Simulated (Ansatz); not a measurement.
**Phonons of MoS2 (P6_3/mmc) against volume**

Wanted: Grüneisen parameters and pressure coefficients of the modes of MoS2 (P6_3/mmc).

Method: DFT PBEsol+D3(BJ), scalar-relativistic, plane waves, PAW; PAW set soft_1, in Ansatz 0.2.0.

The database entry behind the starting cell differs from later determinations by our own check (about 0.3 % long), so it need not match the best structure at ambient conditions.

**1. The structure**

Symmetry: P6_3/mmc, No. 194, hexagonal system. The conventional cell has a = 3.169 Å, b = 3.169 Å, c = 12.324 Å, α = 90.00°, β = 90.00°, γ = 120.00°. S has 3 Mo at 2.41 Å nearest. Nearest to Mo lie 6 S at 2.41 Å. Farther neighbours and most contacts between anions are not listed.

**2. Relaxation**

Harmonic phonons are second derivatives at a point where the forces vanish, and they are wanted at zero stress, so atoms and cell are relaxed first.

input.yaml

```yaml
crystal:
  lattice:
    - [3.169, 0.0, 0.0]
    - [-1.5845, 2.7444345046, 0.0]
    - [0.0, 0.0, 12.324]
  atoms:
    - { symbol: S, position: [0.33333333, 0.66666667, 0.623] }
    - { symbol: S, position: [0.66666667, 0.33333333, 0.123] }
    - { symbol: S, position: [0.33333333, 0.66666667, 0.877] }
    - { symbol: S, position: [0.66666667, 0.33333333, 0.377] }
    - { symbol: Mo, position: [0.33333333, 0.66666667, 0.25] }
    - { symbol: Mo, position: [0.66666667, 0.33333333, 0.75] }
kpoints:
  mp_grid: { grid: [12, 12, 4] }
hamiltonian:
  xc: pbesol
  dispersion: d3bj
  pseudopotentials: { kind: paw, azcp: { folder: soft_1 }, xc_functional: pbe }
scf:
  occupations: { method: gaussian, width: 0.02 }
output:
  forces: true
  stress: true
  eigenvalues: true
relax:
  adjacent_minimum: "off"
  f_tol: 0.005
  max_steps: 80
  cell: { stress_tol: 0.05 }
```

Command:

```sh
$ ansatz run input.yaml --threads 8 --pin off --max-ram 16384MiB --backend cpu --events-out ev --progress --plain --runs-dir out
```

Numbers of over 12 decimals in the logs are rounded to 6 here.

Output:

```text
Engine: ansatz 0.2.0, aarch64-unknown-linux-gnu
Pseudopotentials: kind: paw
Pseudopotential: S, paw, valence charge 6, recommended cutoff 420 eV (normal), soft_1/S.paw.azcp
Pseudopotential: Mo, paw, valence charge 14, recommended cutoff 420 eV (normal), soft_1/Mo.paw.azcp
Functional definition: PBEsol
  exchange = pbesol_x
  correlation = pbesol_c
Crystal: 6 atoms, lattice volume = 107.183 Å³
Basis set: ecut = 420 eV, 2081 PW (Γ), exchange–correlation on 48×48×180 points (8 copies of the dense FFT grid, shifted against one another)
Bands: 32, of which v1, the nominal top of the filled ones, is band 26 counted from 1 (25 counted from 0)
Symmetry: 24 space group operations
Space group: P63/mmc (ITA 194), of the structure as read, at distance tolerance 4.8e-5 Å
k-points: 57 of 576
Non-local potential: S, projectors of the file, l = 0: 2, l = 1: 2, l = 2: 1
Non-local potential: Mo, projectors of the file, l = 0: 3, l = 1: 2, l = 2: 2, l = 3: 1
PAW form: soft (Blöchl's): semilocal exchange-correlation on the pseudo side does not see the compensation charge
PAW frozen core: S, regenerated for the run's functional, and the local potential with it (the file was generated under x = pbe(κ = 0.804, μ = 0.219515), c = pbe(β = 0.066725))
PAW frozen core: Mo, regenerated for the run's functional, and the local potential with it (the file was generated under x = pbe(κ = 0.804, μ = 0.219515), c = pbe(β = 0.066725))
PAW one-centre angular grid: S, 110 points (default); XC on 64 Gauss nodes
PAW one-centre angular grid: Mo, 590 points (default); XC on 64 Gauss nodes
Initial density: superposition of atomic densities (chi_scale 0.1, normalization cell, long waves kept (reshape's long-wave potential 0.07 eV rms))
Initial wavefunctions: pseudopotential atomic-orbital guess
Functional: x = pbesol(κ = 0.804, μ = 0.123457), c = pbesol(β = 0.046)
SCF iter   1: F=—  HF=-13344.201292 eV  |F-HF|=—  |Δ(HF+E_count)|=         —  Δρ=6.07e-2  dr2=4.94e0  ethr=3.10e-3  ⟨swp⟩=9.1  Hψ=9769  notcnv=0
preconditioner: auto → Resta (q_TF=auto, 2.418 Å⁻¹)  ε∞=8.0  [insulator: Δε(μ)=0.726 eV  Ē_g=8.159 eV  σ=0.020 eV  W_gap=1.00  n_scr=26 (ndim 8)  ℏωp=21.5 eV  f_vac=0.001  D(μ)=0.00/eV (n_scr^D=0)  ε∞_Penn≈8.0]
SCF iter   2: F=—  HF=-13342.975054 eV  |F-HF|=—  |Δ(HF+E_count)|=    1.23e0  Δρ=3.09e-2  dr2=1.28e0  ethr=3.10e-3  ⟨swp⟩=2.3  Hψ=3361  notcnv=0  defer=86
SCF iter   3: F=—  HF=-13342.577569 eV  |F-HF|=—  |Δ(HF+E_count)|=   3.97e-1  Δρ=5.20e-3  dr2=4.27e-2  ethr=2.45e-3  ⟨swp⟩=2.4  Hψ=2904  notcnv=0  defer=86
SCF iter   4: F=—  HF=-13342.572482 eV  |F-HF|=—  |Δ(HF+E_count)|=   5.09e-3  Δρ=1.39e-3  dr2=3.45e-3  ethr=8.22e-5  ⟨swp⟩=2.2  Hψ=2928  notcnv=0  defer=84
SCF iter   5: F=—  HF=-13342.573350 eV  |F-HF|=—  |Δ(HF+E_count)|=   8.68e-4  Δρ=6.37e-4  dr2=6.04e-4  ethr=6.64e-6  ⟨swp⟩=2.4  Hψ=3574  notcnv=0  defer=84
SCF iter   6: F=—  HF=-13342.573363 eV  |F-HF|=—  |Δ(HF+E_count)|=   1.27e-5  Δρ=8.26e-5  dr2=1.01e-5  ethr=1.16e-6  ⟨swp⟩=2.4  Hψ=3031  notcnv=0  defer=84
SCF iter   7: F=—  HF=-13342.573372 eV  |F-HF|=—  |Δ(HF+E_count)|=   9.39e-6  Δρ=2.23e-5  dr2=5.34e-7  ethr=1.94e-8  ⟨swp⟩=2.1  Hψ=2835  notcnv=0  defer=84
SCF iter   8: F=-13342.573374 eV  HF=-13342.573374 eV  |F-HF|=1.38e-8  |Δ(HF+E_count)|=   1.46e-6  Δρ=3.49e-6  dr2=1.30e-8  ethr=1.92e-10  ⟨swp⟩=12.5  Hψ=9302  notcnv=0
SCF 1 converged in 8 iterations: F = -13342.573374 eV  dr2 = 1.30e-8
  greatest PAW one-centre occupation: 0.999 electrons in one spin orbital (limit 2), on the Mo atom at site 5 (counted from 0), in its partial waves of l = 0
relax step   1: F+E_penalty+E_count = -13342.57337373 eV  Δ(F+E_penalty+E_count) = +0.000e0 eV  max|allowed force component| = 2.957e-1 eV/Å  Δτ_max = 0.0000 Å  P = -6.359 GPa  Ω = 107.183 Å³  (8 SCF iters, dr2 threshold 1.00e-7 eV, accepted)
Crystal: 6 atoms, lattice volume = 94.164 Å³
Basis set: ecut = 420 eV, 1839 PW (Γ), exchange–correlation on 48×48×180 points (8 copies of the dense FFT grid, shifted against one another)
Initial density: handed on by an earlier stage of this run
Initial wavefunctions: those handed on with the density
iter 1 solved again at ethr=5.71e-4 eV; its pass at ethr=3.10e-3 eV (dr2=2.97e-1 eV) is discarded
SCF iter   1: F=—  HF=-13342.701349 eV  |F-HF|=—  |Δ(HF+E_count)|=         —  Δρ=1.15e-2  dr2=2.96e-1  ethr=5.71e-4  ⟨swp⟩=1.4  Hψ=11914  notcnv=0
preconditioner: auto → Resta (q_TF=auto, 2.471 Å⁻¹)  ε∞=9.0  [insulator: Δε(μ)=0.473 eV  Ē_g=8.130 eV  σ=0.020 eV  W_gap=1.00  n_scr=26 (ndim 8)  ℏωp=23.0 eV  f_vac=0.000  D(μ)=0.00/eV (n_scr^D=0)  ε∞_Penn≈9.0]
SCF iter   2: F=—  HF=-13342.650085 eV  |F-HF|=—  |Δ(HF+E_count)|=   5.13e-2  Δρ=6.30e-3  dr2=8.92e-2  ethr=5.69e-4  ⟨swp⟩=1.7  Hψ=1964  notcnv=0
SCF iter   3: F=—  HF=-13342.633504 eV  |F-HF|=—  |Δ(HF+E_count)|=   1.66e-2  Δρ=1.83e-3  dr2=3.55e-3  ethr=1.72e-4  ⟨swp⟩=3.1  Hψ=3453  notcnv=0
SCF iter   4: F=—  HF=-13342.633352 eV  |F-HF|=—  |Δ(HF+E_count)|=   1.52e-4  Δρ=7.86e-4  dr2=1.63e-3  ethr=6.82e-6  ⟨swp⟩=2.8  Hψ=3422  notcnv=0
SCF iter   5: F=—  HF=-13342.633036 eV  |F-HF|=—  |Δ(HF+E_count)|=   3.16e-4  Δρ=3.43e-4  dr2=2.80e-4  ethr=3.14e-6  ⟨swp⟩=2.0  Hψ=2482  notcnv=0
SCF iter   6: F=—  HF=-13342.632984 eV  |F-HF|=—  |Δ(HF+E_count)|=   5.23e-5  Δρ=3.29e-5  dr2=1.17e-6  ethr=5.38e-7  ⟨swp⟩=2.0  Hψ=2674  notcnv=0
SCF iter   7: F=-13342.632984 eV  HF=-13342.632984 eV  |F-HF|=1.85e-8  |Δ(HF+E_count)|=   3.50e-7  Δρ=5.91e-6  dr2=4.00e-8  ethr=1.15e-9  ⟨swp⟩=8.5  Hψ=8757  notcnv=0
the search or the solves at the SCF's close seem to have found levels that the self-consistency loop had missed (the run counts 1). By its estimate they hold under 1e-12 electrons; where the run keeps them, the occupations were computed again with them
SCF 2 converged in 7 iterations: F = -13342.632984 eV  dr2 = 4.00e-8
relax step   2: F+E_penalty+E_count = -13342.63298422 eV  Δ(F+E_penalty+E_count) = -5.961e-2 eV  max|allowed force component| = 2.422e-1 eV/Å  Δτ_max = 0.1128 Å  P = +3.578 GPa  Ω = 94.164 Å³  energy of the carried Pulay correction = +2.566e-3 eV  (7 SCF iters, dr2 threshold 6.00e-7 eV, accepted)
Crystal: 6 atoms, lattice volume = 99.141 Å³
Basis set: ecut = 420 eV, 1923 PW (Γ), exchange–correlation on 48×48×180 points (8 copies of the dense FFT grid, shifted against one another)
iter 1 solved again at ethr=1.39e-4 eV; its pass at ethr=3.10e-3 eV (dr2=7.23e-2 eV) is discarded
SCF iter   1: F=—  HF=-13342.736628 eV  |F-HF|=—  |Δ(HF+E_count)|=         —  Δρ=4.99e-3  dr2=7.52e-2  ethr=1.39e-4  ⟨swp⟩=2.0  Hψ=11238  notcnv=0
preconditioner: auto → Resta (q_TF=auto, 2.450 Å⁻¹)  ε∞=8.8  [insulator: Δε(μ)=0.645 eV  Ē_g=7.995 eV  σ=0.020 eV  W_gap=1.00  n_scr=26 (ndim 8)  ℏωp=22.4 eV  f_vac=0.005  D(μ)=0.00/eV (n_scr^D=0)  ε∞_Penn≈8.8]
SCF iter   2: F=—  HF=-13342.724580 eV  |F-HF|=—  |Δ(HF+E_count)|=   1.20e-2  Δρ=2.64e-3  dr2=2.13e-2  ethr=1.39e-4  ⟨swp⟩=1.7  Hψ=2065  notcnv=0
SCF iter   3: F=—  HF=-13342.720324 eV  |F-HF|=—  |Δ(HF+E_count)|=   4.26e-3  Δρ=7.21e-4  dr2=5.63e-4  ethr=4.09e-5  ⟨swp⟩=3.0  Hψ=3267  notcnv=0
SCF iter   4: F=—  HF=-13342.720319 eV  |F-HF|=—  |Δ(HF+E_count)|=   4.84e-6  Δρ=2.37e-4  dr2=1.81e-4  ethr=1.08e-6  ⟨swp⟩=2.1  Hψ=2879  notcnv=0
SCF iter   5: F=—  HF=-13342.720290 eV  |F-HF|=—  |Δ(HF+E_count)|=   2.87e-5  Δρ=7.71e-5  dr2=1.07e-5  ethr=3.48e-7  ⟨swp⟩=2.0  Hψ=2611  notcnv=0
SCF iter   6: F=—  HF=-13342.720292 eV  |F-HF|=—  |Δ(HF+E_count)|=   1.99e-6  Δρ=2.84e-5  dr2=1.14e-6  ethr=2.06e-8  ⟨swp⟩=3.5  Hψ=3692  notcnv=0
SCF iter   7: F=-13342.720292 eV  HF=-13342.720292 eV  |F-HF|=2.87e-8  |Δ(HF+E_count)|=   2.58e-8  Δρ=5.44e-6  dr2=5.71e-8  ethr=1.15e-9  ⟨swp⟩=7.0  Hψ=8235  notcnv=0
SCF 3 converged in 7 iterations: F = -13342.720292 eV  dr2 = 5.71e-8
relax step   3: F+E_penalty+E_count = -13342.72029201 eV  Δ(F+E_penalty+E_count) = -8.731e-2 eV  max|allowed force component| = 4.754e-2 eV/Å  Δτ_max = 0.0460 Å  P = -0.742 GPa  Ω = 99.141 Å³  energy of the carried Pulay correction = +1.546e-3 eV  (7 SCF iters, dr2 threshold 6.00e-7 eV, accepted)
[...]
relax step   4: F+E_penalty+E_count = -13342.72380282 eV  Δ(F+E_penalty+E_count) = -3.511e-3 eV  max|allowed force component| = 3.350e-2 eV/Å  Δτ_max = 0.0183 Å  P = -0.175 GPa  Ω = 97.871 Å³  energy of the carried Pulay correction = +1.802e-3 eV  (7 SCF iters, dr2 threshold 6.00e-7 eV, accepted)
[...]
relax step   5: F+E_penalty+E_count = -13342.72410104 eV  Δ(F+E_penalty+E_count) = -2.982e-4 eV  max|allowed force component| = 2.930e-3 eV/Å  Δτ_max = 0.0050 Å  P = -0.032 GPa  Ω = 98.050 Å³  energy of the carried Pulay correction = +1.766e-3 eV  (6 SCF iters, dr2 threshold 1.38e-7 eV, accepted)
[...]
relax step   6: F+E_penalty+E_count = -13342.72410938 eV  Δ(F+E_penalty+E_count) = -8.337e-6 eV  max|allowed force component| = 1.473e-4 eV/Å  Δτ_max = 0.0002 Å  P = -0.001 GPa  Ω = 98.022 Å³  energy of the carried Pulay correction = +1.771e-3 eV  (6 SCF iters, dr2 threshold 6.29e-9 eV, accepted)
Basis set: ecut = 420 eV, 1887 PW (Γ), exchange–correlation on 48×48×160 points (8 copies of the dense FFT grid, shifted against one another)
Initial wavefunctions: pseudopotential atomic-orbital guess (no wavefunctions were taken with the density)
iter 1 solved again at ethr=9.16e-7 eV; its pass at ethr=3.10e-3 eV (dr2=4.76e-4 eV) is discarded
SCF iter   1: F=—  HF=-13342.722461 eV  |F-HF|=—  |Δ(HF+E_count)|=         —  Δρ=1.09e-4  dr2=1.52e-6  ethr=9.16e-7  ⟨swp⟩=3.7  Hψ=14781  notcnv=0
eigensolver tolerance schedule: the retry pair's looser diagonalisation over-reported the residual by 311.37 of it (diagonalisation noise at 0.10 of the residual, at the tolerance the schedule requests for it); recorded, not acted on — ethr = c·dr2/N_el stays at c = 1.0e-1
SCF iter   2: F=—  HF=-13342.722451 eV  |F-HF|=—  |Δ(HF+E_count)|=   9.76e-6  Δρ=5.72e-5  dr2=3.87e-7  ethr=2.93e-9  ⟨swp⟩=3.2  Hψ=3810  notcnv=0
SCF iter   3: F=—  HF=-13342.722452 eV  |F-HF|=—  |Δ(HF+E_count)|=   7.63e-7  Δρ=2.90e-6  dr2=2.73e-9  ethr=7.44e-10  ⟨swp⟩=2.6  Hψ=3256  notcnv=0
SCF iter   4: F=—  HF=-13342.722452 eV  |F-HF|=—  |Δ(HF+E_count)|=   1.43e-9  Δρ=6.70e-7  dr2=3.17e-10  ethr=5.24e-12  ⟨swp⟩=2.1  Hψ=2688  notcnv=0
iter 5 did not close the SCF: its close was put off for the readings that it lacked (scf_convergence_deferred on its scf_iter line)
SCF iter   5: F=-13342.722452 eV  HF=-13342.722452 eV  |F-HF|=5.46e-12  |Δ(HF+E_count)|=  1.64e-11  Δρ=9.47e-8  dr2=6.08e-12  ethr=1.00e-12  ⟨swp⟩=2.2  Hψ=2757  notcnv=0
SCF iter   6: F=-13342.722452 eV  HF=-13342.722452 eV  |F-HF|=1.82e-12  |Δ(HF+E_count)|=  7.28e-12  Δρ=1.51e-8  dr2=3.18e-13  ethr=1.00e-12  ⟨swp⟩=4.1  Hψ=6888  notcnv=0
SCF 7 converged in 6 iterations: F = -13342.722452 eV  dr2 = 3.18e-13
relax step   7: F+E_penalty+E_count = -13342.72245159 eV  Δ(F+E_penalty+E_count) = +1.658e-3 eV  max|allowed force component| = 1.783e-4 eV/Å  Δτ_max = 0.0000 Å  P = -0.003 GPa  Ω = 98.022 Å³  stress off target by 5.72e-3 GPa  SCF on the basis re-selected at this cell (its energy is not comparable with the rows above)  (6 SCF iters)
basis re-selected at this cell: Δ(F+E_penalty+E_count) = +1.658e-3 eV, ΔP = -0.002 GPa vs the last step (what re-selecting the basis moved, of the pressure what is left beyond the Pulay correction that the steps carried, after the strain that the cell walked since its last selection, with what the two solves' SCF thresholds leave and, on support functions, any second-order correction that the steps lacked; it is no measure of the basis error at this ecutwfc). The dense FFT grid was sized anew with the basis: this SCF ran on 24×24×80 points, the steps before it on 24×24×90, so part of this shift can come from that change (see relax.cell in the input reference). [rest of the remark cut]
SCF converged after 6 iterations
Free energy (F): -13342.722452 eV
Harris-Foulkes:  -13342.722452 eV  (|F-HF|=1.82e-12)
Internal energy: -13342.722452 eV  (E = F + TS)
E sigma→0 (E₀):  -13342.722452 eV
Fermi energy:    12.762216 eV
--- Per-component energies (eV) ---
  E_band       = -242.481370
  E_kinetic    = 1274.538168
  E_local      = -3500.878041  (includes V_loc(G=0)·N_el)
  E_nonlocal   = 438.685709
  E_hartree    = 1339.518200
  E_xc         = -706.195535
  E_vxc        = -773.772302  (∫ρ·V_xc dr)
  E_paw        = -8677.561889  (= ΣΔE_a)
  E_vpaw       = -360.091389  (= ΣTr[D̂ρ^β])
  E_aug_tail   = 0.000081  (compensation charges beyond the density's cutoff)
  E_ewald      = -3509.080422
  E_disp       = -2.415121  (pairwise vdW)
  E_core_change = 0.666397  (= ΣΔE_core)
  E_smearing   = -0.000000  (= −TS)
  E_closure    = 0.000000  (closes the sum)
  Σ components = -13342.722452   (vs F -13342.722452, Δ=0.00e0)
--- Forces (eV/Å), atoms counted from 1 ---
  atom   1  S      0.00000000     0.00000000    -0.00017834
  atom   2  S      0.00000000    -0.00000000    -0.00017834
  atom   3  S      0.00000000     0.00000000     0.00017834
  atom   4  S      0.00000000    -0.00000000     0.00017834
  atom   5  Mo    -0.00000000    -0.00000000    -0.00000000
  atom   6  Mo    -0.00000000     0.00000000     0.00000000
  max |Σ_I F_I| component: 3.76e-17 eV/Å
--- Stress (GPa, compression-positive) ---
       -0.002311       0.000000       0.000000
        0.000000      -0.002311      -0.000000
        0.000000      -0.000000      -0.005715
  P = ⅓ Tr σ = -0.0034 GPa (-0.034 kbar)
--- Band table (eV; the first three rows and the last of 57) ---
  k-point 0: bands = [... 22 lower, 10.2291, 10.8914, 11.5285, 12.4908, 14.5240, 14.5240, 14.5730, 14.5730, ... 2 higher]
  k-point 1: bands = [... 22 lower, 10.2156, 10.3726, 11.8732, 12.4295, 14.5212, 14.5212, 14.5386, 14.5386, ... 2 higher]
  k-point 2: bands = [... 22 lower, 10.1830, 10.1830, 12.2309, 12.2309, 14.5204, 14.5204, 14.5204, 14.5204, ... 2 higher]
  k-point 56: bands = [... 22 lower, 9.3223, 9.3223, 11.5612, 11.5612, 13.5384, 13.5384, 14.4751, 14.4751, ... 2 higher]
--- Relaxed structure (6 steps of the walk, 6 accepted, 1 SCFs on fresh bases) ---
  F+E_penalty+E_count = -13342.72245159 eV   max|allowed force component| = 1.783e-4 eV/Å   (the final SCF, on the basis selected at the relaxed cell)
  cell:  # Å, volume = 98.0222 Å³
    - [3.109051, 0, 0]
    - [-1.554526, 2.692517, 0]
    - [0, 0, 11.709493]
  atoms:
    - { symbol: S, position: [0.333333, 0.666667, 0.616493] }
    - { symbol: S, position: [0.666667, 0.333333, 0.116493] }
    - { symbol: S, position: [0.333333, 0.666667, 0.883507] }
    - { symbol: S, position: [0.666667, 0.333333, 0.383507] }
    - { symbol: Mo, position: [0.333333, 0.666667, 0.25] }
    - { symbol: Mo, position: [0.666667, 0.333333, 0.750000] }
```

The job ended after 9.1 s (8 threads of Arm Neoverse V2, shared host; peak memory 0.59 GiB; 65 s of CPU time).

Relaxation path:

```tsv
step	energy less that of the first step (eV)	largest force component (eV/Å)	pressure (GPa)	volume (Å³)
1	0.0000	0.2957	-6.36	107.18
2	-0.0596	0.2422	3.58	94.16
3	-0.1469	0.0475	-0.74	99.14
4	-0.1504	0.0335	-0.18	97.87
5	-0.1507	0.0029	-0.03	98.05
6	-0.1507	0.0001	0.00	98.02
7*	-0.1491	0.0002	0.00	98.02
```

Relaxation steps marked * repeat the geometry before them on a plane-wave basis chosen anew for their cell, so energy and pressure can jump there.

Forces are held to the 24 operations that the run works with; a distortion that breaks them can't arise in this run.

```tsv
conventional cell, symmetrised	before	after	change
a (Å)	3.169	3.109	-1.9 %
b (Å)	3.169	3.109	-1.9 %
c (Å)	12.324	11.709	-5.0 %
volume (Å³/atom)	17.86	16.34	-8.5 %
```

The atoms that moved most (Å, as changes of fractional coordinates times the final cell):

```tsv
atom	dx	dy	dz	length
S2	0.000	0.000	-0.076	0.076
S1	0.000	0.000	-0.076	0.076
S3	0.000	0.000	0.076	0.076
S4	0.000	0.000	0.076	0.076
```

Final coordinates:

```cif
data_structure
_symmetry_space_group_name_H-M 'P 1'
_symmetry_Int_Tables_number 1
_cell_length_a 3.1091
_cell_length_b 3.1091
_cell_length_c 11.7095
_cell_angle_alpha 90.000
_cell_angle_beta 90.000
_cell_angle_gamma 120.000
_cell_volume 98.02
loop_
_atom_site_label
_atom_site_type_symbol
_atom_site_fract_x
_atom_site_fract_y
_atom_site_fract_z
_atom_site_occupancy
S1 S 0.33333 0.66667 0.61649 1
S2 S 0.66667 0.33333 0.11649 1
S3 S 0.33333 0.66667 0.88351 1
S4 S 0.66667 0.33333 0.38351 1
Mo5 Mo 0.33333 0.66667 0.25000 1
Mo6 Mo 0.66667 0.33333 0.75000 1
```

Numbers from this step:

```
pressure          : -0.003446 GPa
gap on the k-mesh : 0.5441 eV
volume per atom   : 16.34 Å³
```

In this step the volume went from 17.86 to 16.34 Å³/atom.

**3. Bringing the structure to rest**

The relaxation is repeated from its end, on the mesh and smearing that suit the cell and gap now reached.

input.yaml, the sections that differ from step 2:

```yaml
crystal:
  lattice:
    - [3.1090511798, 0.0, 0.0]
    - [-1.5545255899, 2.6925173033, 0.0]
    - [0.0, 0.0, 11.70949345]
  atoms:
    - { symbol: S, position: [0.3333333333, 0.6666666667, 0.6164930543] }
    - { symbol: S, position: [0.6666666667, 0.3333333333, 0.1164930543] }
    - { symbol: S, position: [0.3333333333, 0.6666666667, 0.8835069457] }
    - { symbol: S, position: [0.6666666667, 0.3333333333, 0.3835069457] }
    - { symbol: Mo, position: [0.3333333333, 0.6666666667, 0.25] }
    - { symbol: Mo, position: [0.6666666667, 0.3333333333, 0.75] }
kpoints:
  mp_grid: { grid: [15, 15, 4] }
output:
  forces: true
  stress: true
  eigenvalues: true
  write_density: true
  write_potential: true
  elf: true
  volumetric_format: npy
# hamiltonian, scf, relax: as in step 2
```

Output:

```text
[...]
Crystal: 6 atoms, lattice volume = 98.022 Å³
Basis set: ecut = 420 eV, 1887 PW (Γ), exchange–correlation on 48×48×160 points (8 copies of the dense FFT grid, shifted against one another)
Bands: 32, of which v1, the nominal top of the filled ones, is band 26 counted from 1 (25 counted from 0)
Symmetry: 24 space group operations
[...]
k-points: 81 of 900
[...]
cell:  # Å, volume = 98.0222 Å³
    - [3.109051, 0.0, 0.0]
    - [-1.554526, 2.692517, 0.0]
    - [0.0, 0.0, 11.70949345]
  atoms:
    - { symbol: S, position: [0.333333, 0.666667, 0.616493] }
    - { symbol: S, position: [0.666667, 0.333333, 0.116493] }
    - { symbol: S, position: [0.333333, 0.666667, 0.883507] }
    - { symbol: S, position: [0.666667, 0.333333, 0.3835069457] }
    - { symbol: Mo, position: [0.333333, 0.666667, 0.250000] }
    - { symbol: Mo, position: [0.666667, 0.333333, 0.750000] }
[key lines of the parts left out:]
SCF converged after 6 iterations
Free energy (F): -13342.722460 eV
Fermi energy:    12.776286 eV
P = ⅓ Tr σ = -0.0035 GPa (-0.035 kbar)
```

The job ended after 4.8 s (8 threads; peak memory 0.61 GiB).

Little changed from the start: no atom moved by 0.005 Å and no cell edge by 0.1 %.

This step gave:

| Quantity | Value |
| --- | --- |
| pressure | -0.003544 GPa |
| gap on the k-mesh | 0.5722 eV |

In this step the volume went from 16.34 to 16.34 Å³/atom.

(Continued in part 2 of 3.)

[Logs are printed without paths, hosts, clocks, repeated set-up lines and the standing remarks that a program may print on its own settings, such as how far it seeks lower states.]

[Hosts, paths, dates, database ids (printed as entryN), source tags and the programs' standing remarks are cut or masked in the printed files.]
